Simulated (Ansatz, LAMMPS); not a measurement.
## Relaxing amorphous 43ZrO2-57SiO2 (mol %) (84 atoms)

How does amorphous 43ZrO2-57SiO2 (mol %) (84 atoms) relax, and what do bonds, charges and levels look like afterwards?

Method: Kohn-Sham DFT, PBE, PAW (set soft_2), plane waves, in Ansatz 0.2.0.

## 1. Starting point

The cell holds 84 atoms: 12 Zr, 16 Si and 56 O. Its edges and angles: a = 10.620 Å, b = 10.620 Å, c = 10.620 Å, α = 90.0°, β = 90.0°, γ = 90.0°. 84 atoms (12 Zr, 16 Si, 56 O) placed at random at 3.38 g/cm³, melted at 5000 K for 10 ps at fixed volume with the Morse and Coulomb pair potential with partial charges (Pedone, Malavasi, Menziani, Cormack and Segre, J. Phys. Chem. B 110, 11780 (2006)). Quenched from 5000 K to 300 K at 50 K/ps and fixed volume, held 5 ps, then minimised at fixed cell.

Limits known from the start: The quench rate of 50 K/ps is many orders above laboratory rates, so the cell is likely richer in defects and strain than a real sample. The network of bonds at the start is that of the classical potential that made the cell. Only the Γ point is sampled in the main run, in a cell whose shortest periodic width is 11 Å.

## 2. Making the structure

A classical potential supplies the starting structure, since it reaches far longer times than DFT.

This step: classical MD, Morse and Coulomb pair potential with partial charges (Pedone, Malavasi, Menziani, Cormack and Segre, J. Phys. Chem. B 110, 11780 (2006)) (LAMMPS 22 Jul 2025 - Update 4).

Input file in.lmp:

```
# melt-quench of Zr12Si16O56
units metal
atom_style charge
boundary p p p
region box block 0 10.6201 0 10.6201 0 10.6201
create_box 3 box
mass 1 91.2240   # Zr
mass 2 28.0850   # Si
mass 3 15.9990   # O
create_atoms 1 random 12 40749 NULL overlap 1.5 maxtry 2000
create_atoms 2 random 16 40756 NULL overlap 1.5 maxtry 2000
create_atoms 3 random 56 40763 NULL overlap 1.5 maxtry 2000
pair_style hybrid/overlay pedone 5.5 coul/long 8.0
pair_coeff * * coul/long
pair_coeff 1 3 pedone 0.206237 2.479675 2.436997 1   # Zr-O
pair_coeff 2 3 pedone 0.340554 2.006700 2.100000 1   # Si-O
pair_coeff 3 3 pedone 0.042395 1.379316 3.618701 22   # O-O
set type 1 charge 2.4
set type 2 charge 2.4
set type 3 charge -1.2
kspace_style pppm 1.0e-4
neigh_modify delay 0 every 1 check yes
thermo_style custom step time temp pe press density
thermo_modify norm yes
timestep 0.002
thermo 100
min_style cg
minimize 1e-4 1e-4 200 2000
reset_timestep 0
velocity all create 5000 40750 mom yes dist gaussian
fix lim all nve/limit 0.05
fix lan all langevin 5000 5000 0.2 40751 zero yes
thermo 500
run 1000 post no
# [... 10 lines left out ...]
thermo 1250
fix md all nvt temp 300 300 0.2
run 2500 post no
unfix md
thermo 100
min_style cg
minimize 0 1e-3 2000 20000
write_dump all custom glass.dump id type xs ys zs modify sort id
```

Started as:

```bash
$ lmp -in in.lmp -log none -nocite
```

Numbers of over 12 decimals in the logs are rounded to 6 here.

The program printed:

```text
LAMMPS (22 Jul 2025 - Update 4)
Created orthogonal box = (0 0 0) to (10.6201 10.6201 10.6201)
Created 12 atoms
Created 16 atoms
Created 56 atoms
PPPM initialization ...
  G vector (1/distance) = 0.38481356
  grid = 12 12 12
  estimated relative force accuracy = 5.8400745e-05
   Step          Time           Temp          PotEng         Press         Density
         0   0              0             -2.9870455      805543.8       3.3826078
        80   0.16           0             -16.441509     -27812.643      3.3826078
Loop time of 0.0517966 s on 1 MPI rank(s) for 80 steps with 84 atoms
Minimization stats:
  Stopping criterion = energy tolerance
  Energy initial, next-to-last, final =
     -2.98704546973572  -16.4401200153202  -16.4415085408964
  Force two-norm initial, final = 316.33914 2.6037887
  Iterations, force evaluations = 80 100
   Step          Time           Temp          PotEng         Press         Density
[... 12 lines left out ...]
[... 1 line left out ...]
Loop time of 2.15431 s on 1 MPI rank(s) for 5000 steps with 84 atoms
   Step          Time           Temp          PotEng         Press         Density
[... 12 lines left out ...]
Loop time of 19.0546 s on 1 MPI rank(s) for 47000 steps with 84 atoms
   Step          Time           Temp          PotEng         Press         Density
[... 2 lines left out ...]
     55000   110            281.70487     -16.579712     -32339.392      3.3826078
     55500   111            291.47833     -16.576693     -36886.544      3.3826078
Loop time of 0.934084 s on 1 MPI rank(s) for 2500 steps with 84 atoms
   Step          Time           Temp          PotEng         Press         Density
     55500   111            291.47833     -16.576693     -36886.544      3.3826078
     55523   111.046        291.47833     -16.617447     -37047.945      3.3826078
Loop time of 0.0364612 s on 1 MPI rank(s) for 23 steps with 84 atoms
Minimization stats:
  Stopping criterion = linesearch alpha is zero
  Energy initial, next-to-last, final =
     -16.5766925744223  -16.6174466669635  -16.6174466669635
  Force two-norm initial, final = 13.000416 0.1251461
  Iterations, force evaluations = 23 75
```

Elapsed: 23 s, on 1 thread of Arm Neoverse V1, shared host; peak memory 0.068 GiB.

## 3. Single point at the start

The forces at the start show how far the geometry lies from a minimum of this functional.

Input file input.yaml:

```yaml
crystal:
  lattice:
    - [10.6201, 0.0, 0.0]
    - [0.0, 10.6201, 0.0]
    - [0.0, 0.0, 10.6201]
  atoms:
    - { symbol: Zr, position: [0.83743, 0.12512, 0.03263] }
    - { symbol: Zr, position: [0.05224, 0.52094, 0.8199] }
    - { symbol: Zr, position: [0.65012, 0.83919, 0.14635] }
    - { symbol: Zr, position: [0.70934, 0.1719, 0.50753] }
    - { symbol: Zr, position: [0.67843, 0.96788, 0.77253] }
    - { symbol: Zr, position: [0.43408, 0.83415, 0.92715] }
    - { symbol: Zr, position: [0.91688, 0.59577, 0.09916] }
    - { symbol: Zr, position: [0.29662, 0.01301, 0.35274] }
    - { symbol: Zr, position: [0.70082, 0.78342, 0.51559] }
    - { symbol: Zr, position: [0.70349, 0.65916, 0.87146] }
    - { symbol: Zr, position: [0.1271, 0.90284, 0.13614] }
    - { symbol: Zr, position: [0.37077, 0.51212, 0.80162] }
    - { symbol: Si, position: [0.03248, 0.6835, 0.52781] }
    - { symbol: Si, position: [0.56771, 0.11483, 0.22074] }
    - { symbol: Si, position: [0.48028, 0.20757, 0.72188] }
    - { symbol: Si, position: [0.91829, 0.24222, 0.33745] }
    - { symbol: Si, position: [0.30088, 0.58474, 0.47541] }
    - { symbol: Si, position: [0.22835, 0.47944, 0.08922] }
    - { symbol: Si, position: [0.20749, 0.32731, 0.34578] }
    - { symbol: Si, position: [0.17723, 0.78838, 0.82741] }
    - { symbol: Si, position: [0.7908, 0.34801, 0.78668] }
    - { symbol: Si, position: [0.21374, 0.227, 0.82036] }
    - { symbol: Si, position: [0.99968, 0.02047, 0.7718] }
    - { symbol: Si, position: [0.4033, 0.86756, 0.62901] }
    - { symbol: Si, position: [0.98161, 0.97818, 0.47283] }
    - { symbol: Si, position: [0.83539, 0.50126, 0.40855] }
    - { symbol: Si, position: [0.3456, 0.1307, 0.06261] }
    - { symbol: Si, position: [0.35358, 0.71188, 0.22681] }
    - { symbol: O, position: [0.63869, 0.8563, 0.9422] }
    - { symbol: O, position: [0.73138, 0.77773, 0.71623] }
    - { symbol: O, position: [0.80632, 0.27843, 0.92336] }
    - { symbol: O, position: [0.93006, 0.39572, 0.7515] }
    - { symbol: O, position: [0.468, 0.35203, 0.75704] }
    - { symbol: O, position: [0.82601, 0.34046, 0.42372] }
    - { symbol: O, position: [0.73636, 0.6771, 0.07233] }
    - { symbol: O, position: [0.33355, 0.46474, 0.98765] }
    - { symbol: O, position: [0.22041, 0.37695, 0.19919] }
    - { symbol: O, position: [0.19457, 0.37868, 0.79148] }
    - { symbol: O, position: [0.57925, 0.13255, 0.81305] }
    - { symbol: O, position: [0.7155, 0.98249, 0.57674] }
    - { symbol: O, position: [0.06644, 0.88698, 0.80979] }
    - { symbol: O, position: [0.28475, 0.20514, 0.3757] }
    - { symbol: O, position: [0.38473, 0.64279, 0.35758] }
    - { symbol: O, position: [0.85927, 0.51043, 0.25972] }
    - { symbol: O, position: [0.29212, 0.82088, 0.73475] }
    - { symbol: O, position: [0.17603, 0.68169, 0.47999] }
    - { symbol: O, position: [0.98176, 0.00528, 0.06682] }
    - { symbol: O, position: [0.26478, 0.61373, 0.15505] }
    - { symbol: O, position: [0.88969, 0.10466, 0.42025] }
    - { symbol: O, position: [0.96189, 0.56522, 0.46746] }
    - { symbol: O, position: [0.49708, 0.65843, 0.86142] }
    - { symbol: O, position: [0.73318, 0.59322, 0.46868] }
    - { symbol: O, position: [0.6795, 0.0393, 0.1264] }
    - { symbol: O, position: [0.49134, 0.91304, 0.7485] }
    - { symbol: O, position: [0.71094, 0.47633, 0.80841] }
    - { symbol: O, position: [0.75844, 0.25411, 0.67424] }
    - { symbol: O, position: [0.34755, 0.56994, 0.61568] }
    - { symbol: O, position: [0.24686, 0.4494, 0.42744] }
    - { symbol: O, position: [0.01363, 0.74967, 0.15409] }
    - { symbol: O, position: [0.70972, 0.83155, 0.32721] }
    - { symbol: O, position: [0.46516, 0.19009, 0.13845] }
    - { symbol: O, position: [0.52982, 0.1779, 0.58401] }
    - { symbol: O, position: [0.07997, 0.49487, 0.02787] }
    - { symbol: O, position: [0.08813, 0.13809, 0.80983] }
    - { symbol: O, position: [0.24446, 0.06268, 0.16081] }
    - { symbol: O, position: [0.41067, 0.01031, 0.99881] }
    - { symbol: O, position: [0.88507, 0.22039, 0.19693] }
    - { symbol: O, position: [0.23274, 0.83575, 0.97155] }
    - { symbol: O, position: [0.64172, 0.17809, 0.32725] }
    - { symbol: O, position: [0.32837, 0.16736, 0.74061] }
    - { symbol: O, position: [0.85646, 0.0275, 0.83794] }
    - { symbol: O, position: [0.99572, 0.01689, 0.61862] }
    - { symbol: O, position: [0.20619, 0.63839, 0.84702] }
    - { symbol: O, position: [0.48387, 0.00088, 0.27684] }
    - { symbol: O, position: [0.90309, 0.62253, 0.90564] }
    - { symbol: O, position: [0.03993, 0.65884, 0.6751] }
    - { symbol: O, position: [0.27339, 0.83722, 0.25344] }
    - { symbol: O, position: [0.26392, 0.20659, 0.96403] }
    - { symbol: O, position: [0.09489, 0.98239, 0.37408] }
    - { symbol: O, position: [0.95004, 0.81916, 0.49241] }
    - { symbol: O, position: [0.33161, 0.94661, 0.5293] }
    - { symbol: O, position: [0.46663, 0.76359, 0.12601] }
    - { symbol: O, position: [0.05764, 0.28887, 0.36029] }
    - { symbol: O, position: [0.50921, 0.79084, 0.55438] }
kpoints:
  mp_grid: { grid: [1, 1, 1] }
hamiltonian:
  xc: pbe
scf:
  occupations: { method: fermi_dirac, width: 0.025 }
output:
  forces: true
```

Started as:

```bash
$ ansatz run input.yaml --threads 4 --pin off --max-ram 8192MiB --backend cpu --events-out ev --progress --plain --runs-dir out
```

The program printed:

```text
Engine: ansatz 0.2.0, aarch64-unknown-linux-gnu
Pseudopotentials: kind: paw
Pseudopotential: Zr, paw, valence charge 12, recommended cutoff 420 eV (normal), Zr.paw.azcp
Pseudopotential: Si, paw, valence charge 4, recommended cutoff 420 eV (normal), Si.paw.azcp
Pseudopotential: O, paw, valence charge 6, recommended cutoff 420 eV (normal), O.paw.azcp
[... 5 lines on functional and potentials left out ...]
Crystal: 84 atoms, lattice volume = 1197.804 Å³
Basis set: ecut = 420 eV, 23439 PW (Γ), exchange–correlation on 144×144×144 points (8 copies of the dense FFT grid, shifted against one another)
Bands: 356, of which v1, the nominal top of the filled ones, is band 272 counted from 1 (271 counted from 0)
Symmetry: 1 space group operations
Space group: P1 (ITA 1), of the structure as read, at distance tolerance 1.1e-4 Å
k-points: 1
[... 7 lines on functional and potentials left out ...]
Initial density: superposition of atomic densities (neutral atoms: chi_scale 0, normalization atom), corrected by the library's trained network
Initial wavefunctions: pseudopotential atomic-orbital guess
Functional: x = pbe(κ = 0.804, μ = 0.219515), c = pbe(β = 0.066725)
SCF iter   1: F=—  HF=-92257.245285 eV  |F-HF|=—  |Δ(HF+E_count)|=         —  Δρ=3.10e-3  dr2=1.22e-1  ethr=1.77e-3  ⟨swp⟩=6.0  Hψ=1402  notcnv=0  defer=59
preconditioner: auto → Resta (q_TF=auto, 2.392 Å⁻¹)  ε∞=4.1  [insulator: Δε(μ)=2.994 eV  Ē_g=12.824 eV  σ=0.025 eV  W_gap=1.00  n_scr=256 (ndim 8)  ℏωp=22.7 eV  f_vac=0.161  D(μ)=0.00/eV (n_scr^D=0)  ε∞_Penn≈4.1]
SCF iter   2: F=—  HF=-92257.232420 eV  |F-HF|=—  |Δ(HF+E_count)|=   1.29e-2  Δρ=1.66e-3  dr2=2.89e-2  ethr=2.24e-5  ⟨swp⟩=2.0  Hψ=687  notcnv=0  defer=79
SCF iter   3: F=—  HF=-92257.235009 eV  |F-HF|=—  |Δ(HF+E_count)|=   2.59e-3  Δρ=8.14e-4  dr2=1.02e-2  ethr=5.31e-6  ⟨swp⟩=2.0  Hψ=467  notcnv=0  defer=38
automatic band count: iteration 3 solves 315 bands in place of 356: the levels show a gap, and the empty bands left out lie too high to hold charge; the band table lists the bands solved (type scf.n_extra_bands for more)
SCF iter   4: F=—  HF=-92257.235073 eV  |F-HF|=—  |Δ(HF+E_count)|=   6.37e-5  Δρ=2.67e-4  dr2=1.18e-3  ethr=1.88e-6  ⟨swp⟩=2.0  Hψ=453  notcnv=0  defer=38
SCF iter   5: F=—  HF=-92257.235265 eV  |F-HF|=—  |Δ(HF+E_count)|=   1.92e-4  Δρ=1.75e-4  dr2=4.62e-4  ethr=2.17e-7  ⟨swp⟩=2.0  Hψ=444  notcnv=0  defer=38
SCF iter   6: F=—  HF=-92257.235181 eV  |F-HF|=—  |Δ(HF+E_count)|=   8.47e-5  Δρ=6.50e-5  dr2=7.45e-5  ethr=8.49e-8  ⟨swp⟩=2.0  Hψ=444  notcnv=0  defer=38
SCF iter   7: F=—  HF=-92257.236870 eV  |F-HF|=—  |Δ(HF+E_count)|=   1.69e-3  Δρ=3.86e-5  dr2=2.20e-5  ethr=1.37e-8  ⟨swp⟩=2.0  Hψ=574  notcnv=0  defer=38
SCF iter   8: F=—  HF=-92257.236862 eV  |F-HF|=—  |Δ(HF+E_count)|=   8.05e-6  Δρ=1.83e-5  dr2=5.34e-6  ethr=4.04e-9  ⟨swp⟩=2.0  Hψ=462  notcnv=0  defer=38
SCF iter   9: F=—  HF=-92257.236859 eV  |F-HF|=—  |Δ(HF+E_count)|=   3.09e-6  Δρ=8.61e-6  dr2=1.15e-6  ethr=9.82e-10  ⟨swp⟩=2.0  Hψ=462  notcnv=0  defer=38
SCF iter  10: F=—  HF=-92257.236858 eV  |F-HF|=—  |Δ(HF+E_count)|=   7.79e-7  Δρ=4.64e-6  dr2=2.92e-7  ethr=2.11e-10  ⟨swp⟩=2.0  Hψ=498  notcnv=0  defer=38
SCF iter  11: F=-92257.236858 eV  HF=-92257.236858 eV  |F-HF|=5.45e-8  |Δ(HF+E_count)|=   1.80e-7  Δρ=1.93e-6  dr2=5.13e-8  ethr=1.84e-11  ⟨swp⟩=4.0  Hψ=1033  notcnv=0
SCF 1 converged in 11 iterations: F = -92257.236858 eV  dr2 = 5.13e-8
  greatest PAW one-centre occupation: 0.995 electrons in one spin orbital (limit 2), on the Zr atom at site 6 (counted from 0), in its partial waves of l = 0
SCF converged after 11 iterations
Free energy (F): -92257.236858 eV
Harris-Foulkes:  -92257.236858 eV  (|F-HF|=5.45e-8)
Internal energy: -92257.236858 eV  (E = F + TS)
E sigma→0 (E₀):  -92257.236858 eV
Fermi energy:    6.187383 eV
--- Per-component energies (eV) ---
  E_band       = -3585.921253
  E_kinetic    = 14615.361759
  E_local      = -43597.369706  (includes V_loc(G=0)·N_el)
  E_nonlocal   = 3981.685001
  E_hartree    = 16390.850463
  E_xc         = -6984.771076
  E_vxc        = -8349.575406  (∫ρ·V_xc dr)
  E_paw        = -52519.823432  (= ΣΔE_a)
  E_vpaw       = -3017.869655  (= ΣTr[D̂ρ^β])
  E_aug_tail   = 0.141351  (compensation charges beyond the density's cutoff)
  E_ewald      = -24143.311218
  E_smearing   = -0.000000  (= −TS)
  E_closure    = -0.000000  (closes the sum)
  Σ components = -92257.236858   (vs F -92257.236858, Δ=0.00e0)
--- Forces (eV/Å), atoms counted from 1 ---
  atom   1  Zr     0.94054335     0.86551941     1.05050067
  atom   2  Zr    -2.25666970    -0.57918979    -1.02356040
  atom   3  Zr    -0.08969789    -0.74519957     2.15702519
  atom   4  Zr    -2.32557047    -0.00060299     2.26338485
  atom   5  Zr    -0.76951120     1.23060790    -0.58311637
  atom   6  Zr    -0.99229705     1.63177972    -0.55598387
  atom   7  Zr     1.24611359     1.58343153     1.21962209
  atom   8  Zr     1.31492577     1.35515524     1.38955751
  atom   9  Zr    -1.45728813    -0.62806201    -0.66034839
  atom  10  Zr     0.54256369    -1.15180297    -0.94778160
  atom  11  Zr    -2.01149009    -0.77378972    -1.60152101
  atom  12  Zr     1.11340072    -1.50762362    -0.11455570
  atom  13  Si     0.06163810     0.14282734    -0.19021198
  atom  14  Si    -1.12115963    -2.03935904    -1.33746339
[...]
atom  83  O      0.74672451     0.40829776     0.50321149
  atom  84  O      1.90930128    -1.28703235    -1.09624422
  max |Σ_I F_I| component: 8.94e-5 eV/Å
```

It took 14 s on 4 threads of Arm Neoverse V1, shared host; peak memory 1.5 GiB.

Read from the output:

```
free energy            : -92257.2369 eV
free energy per atom   : -1098.3004 eV/atom
SCF cycles             : 11
r.m.s. force component : 0.9641 eV/Å
longest force          : 3.399 eV/Å
Fermi energy           : 6.187 eV
```

The r.m.s. force component of 0.96 eV/Å sets the starting point.

Neighbours are counted within 2.12 Å (O-Si), 2.82 Å (O-Zr).

Length of the force by element and coordination:

```tsv
element	coordination	atoms	mean length of the force (eV/Å)	spread	least	most
O	all	56	1.35	0.843	0.194	3.40
O	2	35	1.76	0.781	0.516	3.40
O	3	20	0.670	0.347	0.194	1.42
O	4	1	0.362	0	0.362	0.362
Si	all	16	1.33	0.625	0.246	2.68
Zr	all	12	2.15	0.494	1.56	3.25
Zr	5	3	2.10	0.315	1.65	2.36
Zr	6	8	2.20	0.568	1.56	3.25
Zr	7	1	1.99	0	1.99	1.99
```

[end of part 1 of 4]

[Logs are printed without paths, hosts, clocks, repeated set-up lines and the standing remarks that a program may print on its own settings, such as how far it seeks lower states.]

[Hosts, paths, dates, database ids (printed as entryN), source tags and the programs' standing remarks are cut or masked in the printed files.]
